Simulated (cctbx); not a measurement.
# K8GdTlRe2Te4 with cctbx, script by script

Library: cctbx 2025.11. The data are simulated by the first script.

## 1. Simulate the data

run.py:

```python
from cctbx import adptbx, crystal, miller, sgtbx, xray
from cctbx.array_family import flex
from iotbx.shelx import hklf
from scitbx import matrix
import scitbx.random

cs = crystal.symmetry(unit_cell=(10.058, 10.058, 14.274, 90, 90, 90), space_group_symbol='Hall: -I 4')  # I4/m
atoms = [  # label, site, U (iso, or U11 U22 U33 U12 U13 U23 in A^2), occupancy
    ("Tl1", (0.5, 0.5, 0), (0.0065, 0.0065, 0.0093, 0.0000, 0.0000, 0.0000), 1),
    ("Re1", (0.5, 0.5, 0.2689), (0.0074, 0.0074, 0.0117, 0.0000, 0.0000, 0.0000), 1),
    ("Gd1", (0, 0, 0), (0.0081, 0.0081, 0.0101, -0.0000, -0.0000, -0.0000), 1),
    ("Te1", (0.3215, 0.154, 0), (0.0129, 0.0182, 0.0074, 0.0007, 0.0000, 0.0000), 1),
    ("K1", (0.3465, 0.1358, 0.3403), (0.0113, 0.0112, 0.0096, 0.0025, -0.0019, -0.0014), 1),
]
xs = xray.structure(crystal_symmetry=cs)
for label, site, u, occ in atoms:
    u = adptbx.u_cif_as_u_star(cs.unit_cell(), u) if isinstance(u, tuple) else u
    xs.add_scatterer(xray.scatterer(label, site=site, u=u, occupancy=occ))
xs.set_inelastic_form_factors(0.71073, "sasaki")
xs.show_summary()
p1 = xs.expand_to_p1()
ms = miller.build_set(p1, anomalous_flag=True, d_min=0.8)
flex.set_random_seed(265763)
scitbx.random.set_random_seed(265763)
ms = ms.select(flex.random_double(ms.size()) < 0.8)
i = ms.structure_factors_from_scatterers(p1, algorithm="direct").f_calc().as_intensity_array().data()
i = i / flex.sqrt(1 + 0.3 * i / flex.max(i))  # extinction
i = i * 5000 / flex.max(i)
sig = flex.sqrt(i + flex.pow2(0.02 * i) + 4 ** 2)
noise = scitbx.random.variate(scitbx.random.normal_distribution())(i.size())
data = ms.array(data=i + sig * noise, sigmas=sig).set_observation_type_xray_intensity()
with open("data.hkl", "w") as f:
    data.export_as_shelx_hklf(f)
print("reflections written:", data.size(), " <I/sigma> = %.1f" % flex.mean(data.data() / data.sigmas()))
for h, a, b in list(data.sort("data"))[:12]:
    print("%4d%4d%4d %9.1f %7.1f" % (h + (a, b)))
```

```console
$ python run.py
```

```text
Number of scatterers: 5
At special positions: 4
Unit cell: (10.058, 10.058, 14.274, 90, 90, 90)
Space group: I 4/m (No. 87)
reflections written: 9522  <I/sigma> = 5.3
   1  -3   0    5144.5   122.5
  -1   3   0    4960.8   122.5
   3   1   0    4959.8   122.5
  -3  -1   0    4922.4   122.5
  -6   0   0    3496.7    92.3
   6   0   0    3493.4    92.3
   1   3   0    3231.6    85.4
  -1  -3   0    3221.3    85.4
   2   4   0    3136.5    82.3
  -4   2   0    3098.4    82.3
  -3   1   0    3081.5    85.4
   0   0   4    3078.5    81.3
```

Run time: 0.29 s on 1 thread of Arm Neoverse V2 (shared host), peak memory 0.07 GiB.

## 2. Refinement (right model, isotropic)

run.py:

```python
import math
from cctbx import adptbx, crystal, maptbx, sgtbx, xray
from cctbx.array_family import flex
from cctbx.xray import observations
from iotbx.shelx import hklf
from scitbx.lstbx import normal_eqns_solving
from smtbx import absolute_structure, utils
from smtbx.refinement import constraints, least_squares

cs = crystal.symmetry(unit_cell=(10.058, 10.058, 14.274, 90, 90, 90), space_group_symbol='Hall: -I 4')  # I4/m
atoms = [  # label, site, U (iso, or U11 U22 U33 U12 U13 U23 in A^2), occupancy
    ("Tl1", (0.5, 0.5, 0), 0.0200, 1),
    ("Re1", (0.5, 0.5, 0.2654), 0.0200, 1),
    ("Gd1", (0, 0, 0), 0.0200, 1),
    ("Te1", (0.3188, 0.1539, 0), 0.0200, 1),
    ("K1", (0.3425, 0.1408, 0.332), 0.0200, 1),
]
xs = xray.structure(crystal_symmetry=cs)
for label, site, u, occ in atoms:
    u = adptbx.u_cif_as_u_star(cs.unit_cell(), u) if isinstance(u, tuple) else u
    xs.add_scatterer(xray.scatterer(label, site=site, u=u, occupancy=occ))
xs.set_inelastic_form_factors(0.71073, "sasaki")
raw = hklf.reader(file_name="data.hkl").as_miller_arrays(crystal_symmetry=cs, anomalous=True)[0]
merged = raw.eliminate_sys_absent().merge_equivalents()
fo2 = merged.array().set_observation_type_xray_intensity()
print("Rint %.3f, %d unique reflections to %.2f A" % (merged.r_int(), fo2.size(), fo2.d_min()))
for sc in xs.scatterers():
    sc.flags.set_grad_site(True)
    sc.flags.set_grad_u_aniso(sc.flags.use_u_aniso())
    sc.flags.set_grad_u_iso(sc.flags.use_u_iso())
obs = fo2.as_xray_observations()
extra = {}
rep = constraints.reparametrisation(xs, [], utils.connectivity_table(xs), **extra)
ls = least_squares.crystallographic_ls(obs, rep, weighting_scheme=least_squares.mainstream_shelx_weighting(a=0, b=0))
print("cycle     R1     wR2    GooF  max shift (A)")
for cycle in range(8):
    ls.build_up()
    r1, wr2, goof = ls.r1_factor(cutoff_factor=2)[0], ls.wR2(), ls.goof()
    old = xs.sites_cart()
    normal_eqns_solving.levenberg_marquardt_iterations(ls, n_max_iterations=3, tau=1e-06, step_threshold=1e-7)
    big = flex.max((xs.sites_cart() - old).norms())
    print("%4d %7.4f %7.4f %7.3f %9.5f" % (cycle + 1, r1, wr2, goof, big))
    ls.build_up(objective_only=True)
    if abs(ls.wR2() - wr2) < 5e-5 and big < 5e-4:
        break
ls.build_up()
print("final R1 %.4f wR2 %.4f GooF %.3f  parameters %d  data/parameter %.1f" % (ls.r1_factor(cutoff_factor=2)[0], ls.wR2(), ls.goof(), ls.n_parameters, fo2.size() / ls.n_parameters))
cov = ls.covariance_matrix_and_annotations()
su = dict(zip(cov.annotations, (math.sqrt(max(v, 0)) for v in cov.matrix.matrix_packed_u_diagonal())))
a2 = cs.unit_cell().reciprocal_parameters()[0] ** -2
print("atom        x        y        z      Ueq    occ   su(xyz)  su(Uiso or U11)")
for sc in xs.scatterers():
    s = max(su.get(sc.label + k, 0) for k in (".x", ".y", ".z"))
    npd = "" if sc.is_positive_definite_u(cs.unit_cell()) else "  NPD"
    print("%-5s %8.5f %8.5f %8.5f %8.4f %6.3f %8.5f %7.4f%s" % ((sc.label,) + sc.site + (sc.u_iso_or_equiv(cs.unit_cell()), sc.occupancy, s, su.get(sc.label + ".uiso", su.get(sc.label + ".u11", 0) * a2), npd)))
fo = fo2.f_sq_as_f()
fc = fo.structure_factors_from_scatterers(xs, algorithm="direct").f_calc()
diff = fo.f_obs_minus_f_calc(1 / math.sqrt(ls.scale_factor()), fc).average_bijvoet_mates()
m = diff.fft_map(symmetry_flags=maptbx.use_space_group_symmetry, resolution_factor=0.25).apply_volume_scaling()
print("difference map: max %.2f min %.2f rms %.2f" % (m.statistics().max(), m.statistics().min(), m.statistics().sigma()))
peaks = m.peak_search(parameters=maptbx.peak_search_parameters(min_distance_sym_equiv=0.6, max_clusters=6)).all()
near = xs.closest_distances(peaks.sites(), distance_cutoff=4)
sps = cs.special_position_settings(min_distance_sym_equiv=0.5)
for k, (x, h) in enumerate(zip(peaks.sites(), peaks.heights())):
    ss = sps.site_symmetry(x)
    print("Q%-3d %7.4f %7.4f %7.4f %4d %7.2f  %.2f A from %s" % ((k + 1,) + tuple(t % 1 for t in ss.exact_site()) + (ss.multiplicity(), h, near.smallest_distances[k], xs.scatterers()[near.i_seqs[k]].label)))
```

```console
$ python run.py
```

```text
Rint 0.043, 780 unique reflections to 0.80 A
cycle     R1     wR2    GooF  max shift (A)
   1  0.1523  0.3032   9.470   0.13363
   2  0.0286  0.0593   1.853   0.00004
final R1 0.0286 wR2 0.0593 GooF 1.853  parameters 11  data/parameter 70.9
atom        x        y        z      Ueq    occ   su(xyz)  su(Uiso or U11)
Tl1    0.50000  0.50000  0.00000   0.0066  1.000  0.00000  0.0002
Re1    0.50000  0.50000  0.26896   0.0081  1.000  0.00004  0.0002
Gd1    0.00000  0.00000  0.00000   0.0078  1.000  0.00000  0.0002
Te1    0.32151  0.15390  0.00000   0.0126  1.000  0.00008  0.0002
K1     0.34624  0.13579  0.34026   0.0108  1.000  0.00017  0.0003
difference map: max 4.55 min -4.00 rms 0.35
Q1    0.1721  0.2973  0.5000    8    4.60  0.50 A from Te1
Q2    0.1098  0.6864  0.0000    8    4.10  0.45 A from Te1
Q3    0.0000  0.0000  0.2663    4    3.64  0.50 A from Re1
Q4    0.0000  0.0000  0.1944    4    3.64  0.52 A from Re1
Q5    0.0000  0.0000  0.4635    4    1.83  0.52 A from Tl1
Q6    0.0154  0.6062  0.0000    8    1.19  1.57 A from Te1
```

Time: 0.43 s.

## 3. Refinement (right model, anisotropic)

run.py, as its changes from the last script of this kind:

```diff
@@ -12,5 +12,5 @@
-    ("Tl1", (0.5, 0.5, 0), 0.0200, 1),
-    ("Re1", (0.5, 0.5, 0.2654), 0.0200, 1),
-    ("Gd1", (0, 0, 0), 0.0200, 1),
-    ("Te1", (0.3188, 0.1539, 0), 0.0200, 1),
-    ("K1", (0.3425, 0.1408, 0.332), 0.0200, 1),
+    ("Tl1", (0.5, 0.5, 0), 0.0066, 1),
+    ("Re1", (0.5, 0.5, 0.26896), 0.0081, 1),
+    ("Gd1", (0, 0, 0), 0.0078, 1),
+    ("Te1", (0.32151, 0.1539, 0), 0.0126, 1),
+    ("K1", (0.34624, 0.13579, 0.34026), 0.0108, 1),
@@ -22,0 +23 @@
+xs.convert_to_anisotropic()
```

```console
$ python run.py
```

```text
Rint 0.043, 780 unique reflections to 0.80 A
cycle     R1     wR2    GooF  max shift (A)
   1  0.0286  0.0593   1.867   0.00100
   2  0.0166  0.0346   1.087   0.00000
final R1 0.0166 wR2 0.0346 GooF 1.087  parameters 22  data/parameter 35.5
atom        x        y        z      Ueq    occ   su(xyz)  su(Uiso or U11)
Tl1    0.50000  0.50000  0.00000   0.0068  1.000  0.00000  0.0001
Re1    0.50000  0.50000  0.26895   0.0082  1.000  0.00002  0.0001
Gd1    0.00000  0.00000  0.00000   0.0081  1.000  0.00000  0.0002
Te1    0.32148  0.15393  0.00000   0.0122  1.000  0.00005  0.0002
K1     0.34630  0.13585  0.34022   0.0103  1.000  0.00010  0.0005
difference map: max 0.74 min -1.39 rms 0.23
Q1    0.0657  0.2873  0.0000    8    0.78  2.24 A from Te1
Q2    0.0863  0.3845  0.3149   16    0.77  2.30 A from K1
Q3    0.0289  0.3737  0.5000    8    0.75  1.53 A from Te1
Q4    0.0918  0.1118  0.1163   16    0.73  2.19 A from Re1
Q5    0.0093  0.5756  0.5000    8    0.71  2.05 A from Te1
Q6    0.1710  0.8010  0.1035   16    0.70  1.93 A from Te1
```

Time: 0.48 s.

## 4. Refinement

run.py, as its changes from the last script of this kind:

```diff
@@ -25 +25 @@
-merged = raw.eliminate_sys_absent().merge_equivalents()
+merged = raw.eliminate_sys_absent().resolution_filter(d_min=1.6).merge_equivalents()
@@ -37 +37 @@
-for cycle in range(8):
+for cycle in range(12):
```

```console
$ python run.py
```

```text
Rint 0.029, 100 unique reflections to 1.63 A
cycle     R1     wR2    GooF  max shift (A)
   1  0.0193  0.0420   1.897   0.00933
   2  0.0156  0.0337   1.526   0.00000
final R1 0.0156 wR2 0.0337 GooF 1.526  parameters 22  data/parameter 4.5
atom        x        y        z      Ueq    occ   su(xyz)  su(Uiso or U11)
Tl1    0.50000  0.50000  0.00000   0.0046  1.000  0.00000  0.0017
Re1    0.50000  0.50000  0.26887   0.0058  1.000  0.00013  0.0015
Gd1    0.00000  0.00000  0.00000   0.0060  1.000  0.00000  0.0021
Te1    0.32133  0.15421  0.00000   0.0088  1.000  0.00022  0.0022
K1     0.34622  0.13633  0.34079   0.0073  1.000  0.00048  0.0043  NPD
difference map: max 0.32 min -0.45 rms 0.10
Q1    0.0000  0.5000  0.2500    4    0.32  2.44 A from K1
Q2    0.0792  0.7347  0.0976   16    0.26  1.68 A from Te1
Q3    0.0091  0.8711  0.4084   16    0.25  1.84 A from Tl1
Q4    0.1147  0.2230  0.5000    8    0.24  1.39 A from Te1
Q5    0.0564  0.5909  0.4262   16    0.23  1.59 A from K1
Q6    0.0933  0.1247  0.1030   16    0.23  2.15 A from Gd1
```

Time: 0.43 s.

This run holds a fault made on purpose: data cut at low resolution.

## 5. Refinement

run.py, as its changes from the last script of this kind:

```diff
@@ -13 +13 @@
-    ("Re1", (0.5, 0.5, 0.26896), 0.0081, 1),
+    ("Ta1", (0.5, 0.5, 0.26896), 0.0081, 1),
@@ -25 +25 @@
-merged = raw.eliminate_sys_absent().resolution_filter(d_min=1.6).merge_equivalents()
+merged = raw.eliminate_sys_absent().merge_equivalents()
```

```console
$ python run.py
```

```text
Rint 0.043, 780 unique reflections to 0.80 A
cycle     R1     wR2    GooF  max shift (A)
   1  0.0310  0.0633   1.991   0.00093
   2  0.0172  0.0355   1.117   0.00000
final R1 0.0172 wR2 0.0355 GooF 1.117  parameters 22  data/parameter 35.5
atom        x        y        z      Ueq    occ   su(xyz)  su(Uiso or U11)
Tl1    0.50000  0.50000  0.00000   0.0071  1.000  0.00000  0.0002
Ta1    0.50000  0.50000  0.26895   0.0072  1.000  0.00003  0.0001
Gd1    0.00000  0.00000  0.00000   0.0085  1.000  0.00000  0.0002
Te1    0.32148  0.15393  0.00000   0.0126  1.000  0.00005  0.0002
K1     0.34628  0.13585  0.34022   0.0107  1.000  0.00010  0.0005
difference map: max 0.75 min -1.36 rms 0.23
Q1    0.0855  0.3836  0.3128   16    0.81  2.29 A from K1
Q2    0.0637  0.2866  0.0000    8    0.75  2.22 A from Te1
Q3    0.0246  0.3760  0.5000    8    0.74  1.58 A from Te1
Q4    0.0470  0.4334  0.2485   16    0.72  1.80 A from K1
Q5    0.0843  0.7430  0.1048   16    0.72  1.77 A from Te1
Q6    0.0000  0.0000  0.2587    4    0.71  0.39 A from Ta1
```

Time: 0.42 s.

This run holds a fault made on purpose: wrong element: Ta1 is Re.

## 6. Refinement

run.py, as its changes from the last script of this kind:

```diff
@@ -13 +13 @@
-    ("Ta1", (0.5, 0.5, 0.26896), 0.0081, 1),
+    ("Re1", (0.5, 0.5, 0.26896), 0.0081, 1),
@@ -16,0 +17 @@
+    ("K2", (0.376, 0.913, 0.339), 0.0300, 1),
@@ -23 +23,0 @@
-xs.convert_to_anisotropic()
```

```console
$ python run.py
```

```text
Rint 0.043, 780 unique reflections to 0.80 A
cycle     R1     wR2    GooF  max shift (A)
   1  0.1501  0.3361  10.524   0.06100
   2  0.0432  0.1098   3.438   0.15924
   3  0.0321  0.0705   2.208   0.26422
   4  0.0320  0.0700   2.193   0.25154
   5  0.0319  0.0697   2.182   0.18706
   6  0.0318  0.0695   2.176   0.07618
   7  0.0319  0.0694   2.174   0.05846
   8  0.0318  0.0694   2.173   0.04502
   9  0.0318  0.0694   2.172   0.03492
  10  0.0318  0.0694   2.172   0.02766
  11  0.0318  0.0694   2.172   0.02289
  12  0.0318  0.0694   2.172   0.02031
final R1 0.0318 wR2 0.0694 GooF 2.172  parameters 15  data/parameter 52.0
atom        x        y        z      Ueq    occ   su(xyz)  su(Uiso or U11)
Tl1    0.50000  0.50000  0.00000   0.0065  1.000  0.00000  0.0002
Re1    0.50000  0.50000  0.26896   0.0080  1.000  0.00005  0.0002
Gd1    0.00000  0.00000  0.00000   0.0077  1.000  0.00000  0.0003
Te1    0.32151  0.15392  0.00000   0.0126  1.000  0.00009  0.0002
K1     0.34616  0.13579  0.34029   0.0107  1.000  0.00019  0.0004
K2     0.44224  0.83263  0.34398   1.0000  1.000  0.00687  0.0632
difference map: max 4.68 min -3.99 rms 0.41
Q1    0.1721  0.2970  0.5000    8    4.72  0.50 A from Te1
Q2    0.1102  0.6863  0.0000    8    4.26  0.45 A from Te1
Q3    0.0000  0.0000  0.1946    4    3.96  0.52 A from Re1
Q4    0.0000  0.0000  0.2661    4    3.89  0.50 A from Re1
Q5    0.0000  0.0000  0.4640    4    2.01  0.51 A from Tl1
Q6    0.0149  0.6067  0.0000    8    1.31  1.57 A from Te1
```

Run time: 0.98 s on 1 thread of Arm Neoverse V2, on a shared host, peak memory 0.09 GiB.

This run holds a fault made on purpose: spurious atom: K2.

[Logs are printed without paths, hosts, clocks, repeated set-up lines and the standing remarks that a program may print on its own settings, such as how far it seeks lower states.]
